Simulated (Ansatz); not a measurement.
# VSi2: which shell does photoemission see at 21.2 and 1486.7 eV? (PBE)

The valence band of VSi2 mixes several shells. Work out by hand which one leads the spectrum's area at each photon energy.

Filled states come from the projected DOS of Ansatz 0.2.0 (PBE, plane waves); cross sections σ and asymmetry parameters β are those of free atoms in a Dirac–Hartree–Slater calculation. A shell's area is states × σ × angular factor, which is 1 + β·P₂(cos θ) for linear light, with θ = 10° from the polarisation and P₂ = 0.955.

**At 21.2 eV** (states counted from 11.2 eV below the zero; other shells add 0.32 to the products' sum of 33.5):

```
shell  filled states a cell  cross section (Mb an electron)     β  angular factor  product  share by hand (%)  share in the simulated spectrum (%)
 V 3d                 12.90                               2  0.05            1.04     26.9                 80                                   80
Si 3s                  6.00                           0.129  2.00            2.91     2.25                  7                                    7
Si 3p                 15.89                           0.148  0.75            1.71     4.02                 12                                   12
```

**At 1486.7 eV** (states counted from 15.2 eV below the zero; other shells add 0.001 to the products' sum of 0.0184):

| shell | filled states a cell | cross section (Mb an electron) | β | angular factor | product | share by hand (%) | share in the simulated spectrum (%) |
| --- | --- | --- | --- | --- | --- | --- | --- |
| V 3d | 12.93 | 0.000139 | 0.77 | 1.73 | 0.00311 | 17 | 17 |
| Si 3s | 7.36 | 0.000534 | 2.00 | 2.91 | 0.0114 | 62 | 62 |
| Si 3p | 16.56 | 8.81e-05 | 1.00 | 1.95 | 0.00285 | 15 | 15 |

V 3d leads at 21.2 eV and Si 3s at 1486.7 eV. Between the two energies σ of V 3d changes by a factor 7.0e-5 and that of Si 3s by 0.0041, so their ratio moves 60-fold in favour of the second. The simulated spectrum uses the same rule on the energy-resolved DOS, so the two share columns agree within a few points.

Only crystals where the two columns agree within 4 points and the lead is clear are worked in this form. Free-atom cross sections ignore the solid's final states, no escape depth or background enters, and the count of states a shell hangs on the projection.

[Logs are printed without paths, hosts, clocks, repeated set-up lines and the standing remarks that a program may print on its own settings, such as how far it seeks lower states.]
